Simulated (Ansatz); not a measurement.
The compound is Rb2TcCl6 (started from the K2PtCl6 type) (Fm-3m).

The structure was built from a prototype and need not be the compound's stable phase.

Symmetry: Fm-3m, No. 225, cubic system. Conventional cell: a = 9.473 Å, b = 9.473 Å, c = 9.473 Å, α = 90.00°, β = 90.00°, γ = 90.00°. Rb has 12 Cl at 3.35 Å nearest. Nearest to Tc lie 6 Cl at 2.32 Å. Nearest to Cl lie 1 Tc at 2.32 Å and 4 Rb at 3.35 Å. Farther neighbours and most contacts between anions are not listed.

```xyz
9
Lattice="4.7367 0.0000 4.7367 4.7367 4.7367 0.0000 0.0000 4.7367 4.7367" Properties=species:S:1:pos:R:3 pbc="T T T"
Rb    2.3684    2.3684    2.3684
Rb    7.1051    7.1051    7.1051
Tc    0.0000    0.0000    0.0000
Cl    2.3162    4.7367    4.7367
Cl    7.1573    4.7367    4.7367
Cl    4.7367    4.7367    2.3162
Cl    4.7367    4.7367    7.1573
Cl    4.7367    2.3162    4.7367
Cl    4.7367    7.1573    4.7367
```

The structure was relaxed with LDA. The structure type comes from a generator and need not be one that this composition takes. The structure was generated from a model, not taken from a measurement. The runs that relaxed it are not among those shown. The program's search for lower electronic states was switched off, so nothing shows that the state found is the lowest. PAW set soft_2, made with PBE.

A constrained-RPA run (Ansatz 0.2.0; non-magnetic LDA; Tc d, bands v2 to c3, 2×2×2 mesh, medium accuracy) builds 5 functions on bands 3.6 eV wide, with 3.0 electrons in the window. The bare on-site interaction is 10.4 eV and the bare J 0.31 eV.

Q: What U and J survive the screening?

On the Tc d shell, U = 2.98 eV (28 % of the bare value), U′ = 2.46 eV, J = 0.22 eV.

The parent state is non-magnetic and the interaction static (zero frequency); U depends on the window and the orbitals, so it belongs to this model alone. Coarse meshes can leave U off its limit, most where the target bands are metallic.

[Paths, hosts, dates, memory and timing lines, banners, echoed tables and standing remarks are left out of the program output.]

[Logs are printed without paths, hosts, clocks, repeated set-up lines and the standing remarks that a program may print on its own settings, such as how far it seeks lower states.]

[Runs of the session that timed out or met a known fault of the program may be left out.]

[Hosts, paths, dates, database ids (printed as entryN), source tags and the programs' standing remarks are cut or masked in the printed files.]
